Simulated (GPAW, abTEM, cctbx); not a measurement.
# Zn3WS4: the scripts behind a bonding study

Short scripts, each with its output. The start was made by putting kin elements into a known structure type; the compound need not exist, or be stable, in this form.

### 1. Build the all-electron density and subtract free atoms

```text
cell
1.0
     5.481563470    0.000000000    0.000000000
     0.000000000    5.481563470    0.000000000
     0.000000000    0.000000000    5.481563470
W Zn S
1 3 4
Direct
0.000000000 0.000000000 0.000000000
0.000000000 0.500000000 0.500000000
0.500000000 0.000000000 0.500000000
0.500000000 0.500000000 0.000000000
0.245797550 0.245797550 0.245797550
0.245797550 0.754202450 0.754202450
0.754202450 0.245797550 0.754202450
0.754202450 0.754202450 0.245797550
```

```python
import numpy as np
from ase.io import read
from ase.units import Bohr
from gpaw import GPAW, PW, FermiDirac
from gpaw.calculator import GPAW as OldGPAW
from gpaw.mpi import serial_comm, world
from scipy.special import erfc
from scipy.spatial import cKDTree

atoms = read("cell.vasp")
atoms.calc = GPAW(mode=PW(450), xc="PBE", kpts={"size": (4, 4, 4), "gamma": True},
                 occupations=FermiDirac(0.05), maxiter=120, symmetry={"tolerance": 1e-5}, txt="scf.txt")
atoms.get_potential_energy()
rho = atoms.calc.get_all_electron_density(gridrefinement=2)
moments = atoms.get_magnetic_moments() if atoms.calc.get_number_of_spins() == 2 else np.zeros(len(atoms))
total = atoms.get_magnetic_moment() if moments.any() else 0.0
if world.rank == 0:
    free = OldGPAW(mode=PW(450), xc="PBE", txt=None, communicator=serial_comm)
    neutral = atoms.copy()
    neutral.set_initial_magnetic_moments(None)
    free.initialize(neutral)
    free.set_positions(neutral)
    drho = rho - free.get_all_electron_density(gridrefinement=2)
    # GPAW starts from confined atoms: exchange their smooth part for that of the datasets' free atoms
    h = np.stack(np.meshgrid(*[np.fft.fftfreq(n, 1 / n) for n in drho.shape], indexing="ij"), -1)
    gabs = np.linalg.norm(h @ atoms.cell.reciprocal(), axis=-1)
    tails = np.fft.fftn(free.get_pseudo_density(gridrefinement=2))
    g, form, v0 = np.linspace(0, gabs.max(), 1500), {}, 0
    for e in set(atoms.symbols):
        idx = atoms.symbols.search(e)
        d = free.setups[idx[0]].data
        r, w = d.rgd.r_g * Bohr, d.rgd.r_g**2 * d.rgd.dr_g
        j0 = np.sinc(2 * g[:, None] * r)
        smooth = sum(f * p**2 for f, p in zip(d.f_j, d.phit_jg)) + np.sqrt(4 * np.pi) * d.nct_g
        full = sum(f * p**2 for f, p in zip(d.f_j, d.phi_jg)) + np.sqrt(4 * np.pi) * d.nc_g
        phase = sum(np.exp(-2j * np.pi * h @ s) for s in atoms.get_scaled_positions()[idx])
        tails -= np.interp(gabs, g, j0 @ (smooth * w)) * phase * drho.size / atoms.get_volume()
        form[e] = j0 @ (full * w)
        v0 += 2 * np.pi / 3 * 14.3996 * (full * w * r**2).sum() * len(idx)  # V A^3
    tails *= 0.5 * erfc((gabs - 1.8) / 0.25)  # the tails differ at long wavelengths alone
    drho += np.fft.ifftn(tails).real  # crystal minus superposed spherical free atoms
    np.save("drho.npy", drho)
    dv = atoms.get_volume() / drho.size
    print("grid", drho.shape, " electrons %.3f" % (rho.sum() * dv), " moved by bonding %.3f e" % (abs(drho).sum() * dv / 2))
    pts = np.indices(drho.shape).reshape(3, -1).T / drho.shape @ atoms.cell
    shifts = (np.indices((3, 3, 3)).reshape(3, -1).T - 1) @ atoms.cell
    images = (atoms.positions[None] + shifts[:, None]).reshape(-1, 3)
    dist, idx = cKDTree(images).query(pts, k=4)
    out = drho.ravel()[dist[:, 0] > 0.5]
    print("deformation density beyond 0.5 A of the nuclei: max %.3f, min %.3f e/A^3" % (out.max(), out.min()))
    tie = dist < dist[:, :1] + 1e-4
    q = -np.bincount((idx % len(atoms))[tie], (drho.ravel()[:, None] / tie.sum(1, keepdims=True) * tie)[tie], len(atoms)) * dv
    print("atom        x       y       z   Voronoi charge  moment")
    for a, s, c, m in zip(atoms, atoms.get_scaled_positions(), q, moments):
        print("%-2s%-3d %7.4f %7.4f %7.4f %10.3f %10.2f" % (a.symbol, a.index + 1, *s, c, m))
    np.savez("free.npz", g=g, **form)
    print("mean inner potential of superposed free atoms %.3f V" % (v0 / atoms.get_volume()))
    print("total magnetic moment %.3f muB" % total)
```

```console
$ OMP_NUM_THREADS=1 mpirun -n 4 gpaw python run.py > gpaw.log
```

```text
grid (54, 54, 54)  electrons 228.000  moved by bonding 1.907 e
deformation density beyond 0.5 A of the nuclei: max 0.420, min -0.416 e/A^3
atom        x       y       z   Voronoi charge  moment
W 1    0.0000  0.0000  0.0000      0.139       0.00
Zn2    0.0000  0.5000  0.5000      0.262       0.00
Zn3    0.5000  0.0000  0.5000      0.262       0.00
Zn4    0.5000  0.5000  0.0000      0.262       0.00
S 5    0.2458  0.2458  0.2458     -0.231       0.00
S 6    0.2458  0.7542  0.7542     -0.231       0.00
S 7    0.7542  0.2458  0.7542     -0.231       0.00
S 8    0.7542  0.7542  0.2458     -0.231       0.00
mean inner potential of superposed free atoms 14.692 V
total magnetic moment 0.000 muB
```

Time: 28 s on 4 cores of Arm Neoverse V1 (shared host), peak memory 0.78 GiB.

### 2. Fourier-transform the difference

```python
from cctbx import adptbx, crystal, miller, xray
from cctbx.eltbx import tiny_pse
import numpy as np

cs = crystal.symmetry(unit_cell=(5.4816, 5.4816, 5.4816, 90, 90, 90), space_group_symbol='Hall: P -4 2 3')  # P-43m
atoms = [  # label, site, U (iso, or U11 U22 U33 U12 U13 U23 in A^2), occupancy
    ("W1", (0, 0, 0), 0.0000, 1),
    ("Zn1", (0, 0.5, 0.5), 0.0000, 1),
    ("S1", (0.2458, 0.2458, 0.2458), 0.0000, 1),
]
xs = xray.structure(crystal_symmetry=cs)
for label, site, u, occ in atoms:
    u = adptbx.u_cif_as_u_star(cs.unit_cell(), u) if isinstance(u, tuple) else u
    xs.add_scatterer(xray.scatterer(label, site=site, u=u, occupancy=occ))
xs.scattering_type_registry(table="wk1995")
drho = np.load("drho.npy")
T = np.array([[1, 0, 0], [0, 1, 0], [0, 0, 1]])  # conventional axes in terms of the primitive ones
dF = np.fft.ifftn(drho) * 164.70749  # electrons a conventional cell, indexed by primitive hkl
ms = miller.build_set(cs, anomalous_flag=False, d_min=0.9).sort("resolution")
iam = ms.structure_factors_from_scatterers(xs, algorithm="direct").f_calc()
p1 = xs.expand_to_p1()
z = np.array([tiny_pse.table(sc.scattering_type).atomic_number() for sc in p1.scatterers()])
x = np.array(p1.sites_frac())
free = np.load("free.npz")
print("static structure factors of the conventional cell: F in electrons, V (Mott-Bethe) in volts")
print("   h  k  l      d  |F| table  |F| free   |F| DFT   change   |V| free  |V| DFT  change %")
for h, d, table in list(zip(ms.indices(), ms.d_spacings().data(), iam.data()))[:16]:
    df = dF[tuple(np.rint(np.linalg.solve(T, h)).astype(int))]
    phase = np.exp(2j * np.pi * x @ h)
    f = sum(np.interp(1 / d, free["g"], free[sc.scattering_type]) * p for sc, p in zip(p1.scatterers(), phase))
    fz = (z * phase).sum()
    c = 14.3996 * d * d / (np.pi * cs.unit_cell().volume())
    v0, v1 = abs(fz - f) * c, abs(fz - f - df) * c
    print("%4d%3d%3d %7.4f %9.3f %9.3f %9.3f %8.3f %9.3f %8.3f %8s" % (h + (d, abs(table), abs(f), abs(f + df), abs(f + df) - abs(f), v0, v1, "%.1f" % (100 * (v1 / v0 - 1)) if v0 > 0.02 else "-")))
```

```console
$ python run.py
```

```text
static structure factors of the conventional cell: F in electrons, V (Mott-Bethe) in volts
   h  k  l      d  |F| table  |F| free   |F| DFT   change   |V| free  |V| DFT  change %
   0  1  0  5.4816    43.704    43.656    43.883    0.228     1.700    1.510    -11.2
   0  1  1  3.8761    40.853    40.816    41.009    0.193     1.350    1.269     -6.0
   1  1  1  3.1648   151.264   151.206   151.328    0.122     7.145    7.061     -1.2
   0  2  0  2.7408    92.190    91.921    91.459   -0.461     1.708    1.804      5.6
   0  2  1  2.4514    36.911    36.918    36.992    0.073     0.902    0.890     -1.4
   1  2  1  2.2379    37.431    37.444    37.422   -0.022     0.931    0.931      0.1
   0  2  2  1.9380   164.000   163.549   163.253   -0.296     6.718    6.749      0.5
   0  3  0  1.8272    32.710    32.719    32.876    0.157     0.578    0.563     -2.5
   1  2  2  1.8272    36.705    36.721    36.635   -0.085     0.833    0.841      1.0
   0  3  1  1.7334    35.146    35.161    35.244    0.082     0.728    0.721     -0.9
   1  3  1  1.6528   122.690   122.197   121.920   -0.277     4.165    4.191      0.6
   2  2  2  1.5824    79.970    79.419    79.560    0.141     1.453    1.444     -0.6
   0  3  2  1.5203    36.654    36.680    36.651   -0.029     0.796    0.798      0.2
   1  3  2  1.4650    33.657    33.683    33.630   -0.052     0.634    0.638      0.5
   0  4  0  1.3704   139.609   139.248   139.286    0.038     4.620    4.618     -0.0
   2  3  2  1.3295    29.928    29.959    29.838   -0.121     0.442    0.448      1.3
```

Time: 0.31 s on 1 core of Arm Neoverse V1 (shared host), peak memory 0.08 GiB.

### 3. Rock the beam across one reflection

```python
import abtem
import numpy as np
from ase.build import make_supercell
from ase.io import read

abtem.config.set({"dask.lazy": False, "fft": "fftw", "diagnostics.progress_bar": False})
M = [[0, -1, 0], [1, 0, 0], [0, 0, 1]]  # rows: x, y and beam direction in the primitive cell's axes
unit = make_supercell(read("cell.vasp"), M)
unit.set_cell(list(unit.cell.lengths()) + [90, 90, 90], scale_atoms=True)
unit.positions[:, 2] += 0.6852  # keeps atomic planes off the slice boundaries
unit.wrap()
slab = unit * (1, 1, 128)
print(slab.get_chemical_formula(), "| box %.2f x %.2f x %.2f A" % tuple(slab.cell.lengths()))

# change of the potential by bonding, from the DFT deformation density (Poisson's equation term by term)
drho = np.load("drho.npy")
prim = read("cell.vasp")
h = np.stack(np.meshgrid(*[np.fft.fftfreq(n, 1 / n) for n in drho.shape], indexing="ij"), -1).reshape(-1, 3).astype(int)
g2 = ((h @ prim.cell.reciprocal()) ** 2).sum(1)
keep = (g2 > 0) & (g2 < 2.5**2)
shape = (122, 122, 32)
vg = np.zeros(shape, complex)
hm = h[keep] @ np.array(M).T
move = np.exp(-2j * np.pi * hm[:, 2] * (0.6852 / unit.cell[2, 2] - 0.5 / shape[2]))  # the same shift, sampled at mid-points
vg[tuple(hm.T % np.array(shape)[:, None])] = -14.3996 / np.pi * (np.fft.fftn(drho).ravel() / drho.size)[keep] / g2[keep] * move
dV = np.fft.ifftn(vg).real * vg.size
dV = dV.reshape(122, 122, 4, 8).mean(3) * unit.cell[2, 2] / 4  # V A, projected in each slice
dV = np.tile(dV.transpose(2, 0, 1), (128, 1, 1))


def build(atoms):
    p = abtem.Potential(atoms, gpts=(122, 122), slice_thickness=[slab.cell[2, 2] / 512] * 512,
                        parametrization="lobato", projection="infinite", exit_planes=128).build()
    p.array[:] += BONDING * dV
    return p


def potentials():
    yield build(slab)  # atoms at rest


for label, BONDING in (("IAM", 0.0), ("DFT", 1.0)):
    print("=====", label)
    potential = build(slab)
    print("grid", potential.gpts, "slices", potential.num_slices)
    thickness = potential.exit_thicknesses
    h = np.array(M) @ np.linalg.solve(np.array([[1, 0, 0], [0, 1, 0], [0, 0, 1]]), [1, 0, 0])
    ix, iy = round(h[0]) * 1, round(h[1]) * 1
    gxy = h[:2] / unit.cell.lengths()[:2]
    along = gxy / np.hypot(*gxy)
    across = np.array([-along[1], along[0]])
    bragg = 500 * abtem.PlaneWave(energy=300000).wavelength * np.hypot(*gxy)
    print("Bragg angle %.3f mrad; beam tilted 46 mrad off the zone axis across the row" % bragg)
    print("dark-field intensity of 1 0 0 against tilt along the row, in Bragg angles")
    print("  t (A)" + "".join("%8.2f" % s for s in [0.2, 0.4, 0.6, 0.8, 1.0, 1.2, 1.4, 1.6, 1.8, 2.0, 2.2, 2.4, 2.6]))
    rows = []
    row = [(n * ix, n * iy) for n in range(-8, 9)]
    for s in [0.2, 0.4, 0.6, 0.8, 1.0, 1.2, 1.4, 1.6, 1.8, 2.0, 2.2, 2.4, 2.6]:
        tilt = -s * bragg * along + 46 * across
        dp = abtem.PlaneWave(energy=300000, tilt=tuple(tilt)).multislice(potential).diffraction_patterns(max_angle="valid").array
        rows.append(dp[:, dp.shape[1] // 2 + ix, dp.shape[2] // 2 + iy])
        if s == 1.0:
            cx, cy = dp.shape[1] // 2, dp.shape[2] // 2
            share = sum(dp[:, cx + i, cy + j] for i, j in row if abs(i) < cx and abs(j) < cy) / dp.sum(axis=(1, 2))
            total = dp.sum(axis=(1, 2))
    for t, a in list(zip(thickness, np.array(rows).T))[1:]:
        print("%7.1f" % t + "".join("%8.4f" % v for v in a))
    print("at the Bragg tilt, share in the row:", share[1:].round(3).tolist(), "total:", total[1:].round(3).tolist())
```

```console
$ python run.py
```

```text
S512W128Zn384 | box 5.48 x 5.48 x 701.64 A
===== IAM
grid (122, 122) slices 512
Bragg angle 1.796 mrad; beam tilted 46 mrad off the zone axis across the row
dark-field intensity of 1 0 0 against tilt along the row, in Bragg angles
  t (A)    0.20    0.40    0.60    0.80    1.00    1.20    1.40    1.60    1.80    2.00    2.20    2.40    2.60
  175.4  0.0262  0.0264  0.0266  0.0268  0.0268  0.0267  0.0266  0.0264  0.0261  0.0257  0.0253  0.0248  0.0243
  350.8  0.0976  0.0967  0.0951  0.0933  0.0923  0.0933  0.0950  0.0965  0.0970  0.0951  0.0899  0.0823  0.0736
  526.2  0.1824  0.1875  0.1980  0.2016  0.2020  0.2015  0.1983  0.1884  0.1834  0.1800  0.1628  0.1335  0.1024
  701.6  0.2140  0.2441  0.3027  0.3378  0.3556  0.3360  0.3025  0.2465  0.2160  0.2210  0.2054  0.1658  0.1041
at the Bragg tilt, share in the row: [0.8849999904632568, 0.7990000247955322, 0.7490000128746033, 0.6660000085830688] total: [0.9950000047683716, 0.9900000095367432, 0.9819999933242798, 0.9660000205039978]
===== DFT
grid (122, 122) slices 512
Bragg angle 1.796 mrad; beam tilted 46 mrad off the zone axis across the row
dark-field intensity of 1 0 0 against tilt along the row, in Bragg angles
  t (A)    0.20    0.40    0.60    0.80    1.00    1.20    1.40    1.60    1.80    2.00    2.20    2.40    2.60
  175.4  0.0209  0.0210  0.0212  0.0213  0.0213  0.0213  0.0211  0.0210  0.0207  0.0205  0.0201  0.0198  0.0194
  350.8  0.0816  0.0806  0.0789  0.0771  0.0762  0.0771  0.0789  0.0804  0.0813  0.0798  0.0751  0.0682  0.0606
  526.2  0.1625  0.1648  0.1722  0.1743  0.1746  0.1743  0.1725  0.1657  0.1635  0.1614  0.1441  0.1157  0.0878
  701.6  0.2044  0.2260  0.2736  0.3045  0.3234  0.3029  0.2735  0.2284  0.2062  0.2117  0.1916  0.1504  0.0939
at the Bragg tilt, share in the row: [0.8859999775886536, 0.7990000247955322, 0.75, 0.6589999794960022] total: [0.9950000047683716, 0.9900000095367432, 0.9819999933242798, 0.9649999737739563]
```

Time: 52 s.

### 4. Scan a probe

```python
import abtem
import numpy as np
from ase.build import make_supercell
from ase.io import read

abtem.config.set({"dask.lazy": False, "fft": "fftw", "diagnostics.progress_bar": False})
M = [[0, -1, 0], [1, 0, 0], [0, 0, 1]]  # rows: x, y and beam direction in the primitive cell's axes
unit = make_supercell(read("cell.vasp"), M)
unit.set_cell(list(unit.cell.lengths()) + [90, 90, 90], scale_atoms=True)
unit.positions[:, 2] += 0.6852  # keeps atomic planes off the slice boundaries
unit.wrap()
slab = unit * (3, 3, 4)
print(slab.get_chemical_formula(), "| box %.2f x %.2f x %.2f A" % tuple(slab.cell.lengths()))

# change of the potential by bonding, from the DFT deformation density (Poisson's equation term by term)
drho = np.load("drho.npy")
prim = read("cell.vasp")
h = np.stack(np.meshgrid(*[np.fft.fftfreq(n, 1 / n) for n in drho.shape], indexing="ij"), -1).reshape(-1, 3).astype(int)
g2 = ((h @ prim.cell.reciprocal()) ** 2).sum(1)
keep = (g2 > 0) & (g2 < 2.5**2)
shape = (59, 59, 32)
vg = np.zeros(shape, complex)
hm = h[keep] @ np.array(M).T
move = np.exp(-2j * np.pi * hm[:, 2] * (0.6852 / unit.cell[2, 2] - 0.5 / shape[2]))  # the same shift, sampled at mid-points
vg[tuple(hm.T % np.array(shape)[:, None])] = -14.3996 / np.pi * (np.fft.fftn(drho).ravel() / drho.size)[keep] / g2[keep] * move
dV = np.fft.ifftn(vg).real * vg.size
dV = dV.reshape(59, 59, 4, 8).mean(3) * unit.cell[2, 2] / 4  # V A, projected in each slice
dV = np.tile(dV.transpose(2, 0, 1), (4, 3, 3))


def build(atoms):
    p = abtem.Potential(atoms, gpts=(177, 177), slice_thickness=[slab.cell[2, 2] / 16] * 16,
                        parametrization="lobato", projection="infinite", exit_planes=8).build()
    p.array[:] += BONDING * dV
    return p


sigmas = {'W': 0.06, 'Zn': 0.071, 'S': 0.078}  # r.m.s. displacement along each axis, A
u = np.array([sigmas[s] for s in slab.symbols])[:, None]
rng = np.random.default_rng(349)


def potentials():
    for _ in range(2):  # frozen phonons, one configuration at a time
        atoms = slab.copy()
        atoms.positions += u * rng.standard_normal((len(atoms), 3))
        atoms.wrap()
        yield build(atoms)


for label, BONDING in (("IAM", 0.0), ("DFT", 1.0)):
    print("=====", label)
    rng = np.random.default_rng(349)  # the same displacements for both
    potential = build(slab)
    print("grid", potential.gpts, "slices", potential.num_slices)
    thickness = potential.exit_thicknesses
    probe = abtem.Probe(energy=300000, semiangle_cutoff=21)
    probe.grid.match(potential)
    print("wavelength %.5f A, largest angle on the grid %.0f mrad" % (probe.wavelength, min(probe.cutoff_angles)))
    detectors = {"ABF": (10, 21), "BF": (0, 10), "LAADF": (25, 67)}  # mrad
    columns = [  # name, x, y (A)
        ("W", 0.000, 0.000),
        ("Zn", 2.741, 0.000),
        ("Zn_b", 2.741, 2.741),
        ("S", 4.134, 1.347),
        ("void", 1.370, 2.741),
    ]
    scan = abtem.GridScan(start=(0.0000, 0.0000), end=(5.4816, 5.4816), gpts=(25, 25), endpoint=False)
    dets = [abtem.AnnularDetector(*v) for v in detectors.values()] + [abtem.PixelatedDetector(max_angle=32)]
    runs = [probe.scan(p, scan=scan, detectors=dets, max_batch=32) for p in potentials()]
    out = [sum(x[1:], x[0]) / len(x) for x in zip(*runs)]
    images = dict(zip(detectors, out))
    images["iCOM"] = out[-1].center_of_mass().integrate_gradient()
    np.save(label + "_pacbed.npy", out[-1].array.mean(axis=(1, 2)))
    print("PACBED pixel %.3f x %.3f mrad" % out[-1].angular_sampling)
    for name, im in images.items():
        im = im.interpolate(sampling=0.1, boundary="periodic").gaussian_filter(0.25)
        np.save(label + "_" + name + ".npy", im.array)
        print(name, "signal at the columns" + (", fraction of the beam" if name in detectors else ""))
        print("  t (A)     mean" + "".join("%10s" % c[0][:9] for c in columns))
        for t, a in list(zip(thickness, im.array))[1:]:
            at = [a[round((x - 0.0000) / im.sampling[0]) % a.shape[0], round((y - 0.0000) / im.sampling[1]) % a.shape[1]] for _, x, y in columns]
            print("%7.1f %8.5f" % (t, a.mean()) + "".join("%10.5f" % v for v in at))
```

```console
$ python run.py
```

```text
S144W36Zn108 | box 16.44 x 16.44 x 21.93 A
===== IAM
grid (177, 177) slices 16
wavelength 0.01969 A, largest angle on the grid 71 mrad
PACBED pixel 1.197 x 1.197 mrad
ABF signal at the columns, fraction of the beam
  t (A)     mean         W        Zn      Zn_b         S      void
   11.0  0.75683   0.65517   0.72495   0.72964   0.74883   0.76380
   21.9  0.74274   0.50774   0.66647   0.66013   0.71353   0.76165
BF signal at the columns, fraction of the beam
  t (A)     mean         W        Zn      Zn_b         S      void
   11.0  0.23059   0.19618   0.23144   0.22539   0.23441   0.23171
   21.9  0.22786   0.15972   0.24183   0.23170   0.24886   0.22968
LAADF signal at the columns, fraction of the beam
  t (A)     mean         W        Zn      Zn_b         S      void
   11.0  0.00677   0.09771   0.02833   0.02926   0.00960   0.00118
   21.9  0.01590   0.18129   0.05394   0.06319   0.02097   0.00335
iCOM signal at the columns
  t (A)     mean         W        Zn      Zn_b         S      void
   11.0  0.02198   0.07684   0.04323   0.04442   0.03673   0.01216
   21.9  0.02198   0.11900   0.06028   0.06598   0.05086   0.00176
===== DFT
grid (177, 177) slices 16
wavelength 0.01969 A, largest angle on the grid 71 mrad
PACBED pixel 1.197 x 1.197 mrad
ABF signal at the columns, fraction of the beam
  t (A)     mean         W        Zn      Zn_b         S      void
   11.0  0.75683   0.65554   0.72466   0.72936   0.74888   0.76381
   21.9  0.74270   0.50832   0.66552   0.65918   0.71372   0.76169
BF signal at the columns, fraction of the beam
  t (A)     mean         W        Zn      Zn_b         S      void
   11.0  0.23060   0.19624   0.23153   0.22546   0.23440   0.23170
   21.9  0.22786   0.15990   0.24217   0.23200   0.24881   0.22965
LAADF signal at the columns, fraction of the beam
  t (A)     mean         W        Zn      Zn_b         S      void
   11.0  0.00677   0.09756   0.02838   0.02930   0.00960   0.00119
   21.9  0.01593   0.18104   0.05408   0.06332   0.02099   0.00337
iCOM signal at the columns
  t (A)     mean         W        Zn      Zn_b         S      void
   11.0  0.02134   0.07537   0.04325   0.04467   0.03590   0.01182
   21.9  0.02134   0.11674   0.06095   0.06709   0.04984   0.00171
```

Time: 2.3 min.

[Outputs are excerpts: Python notices, other lines and further rows are left out; steps that failed or that the build refused (PBEsol, TPSS) are not shown.]

[Logs are printed without paths, hosts, clocks, repeated set-up lines and the standing remarks that a program may print on its own settings, such as how far it seeks lower states.]
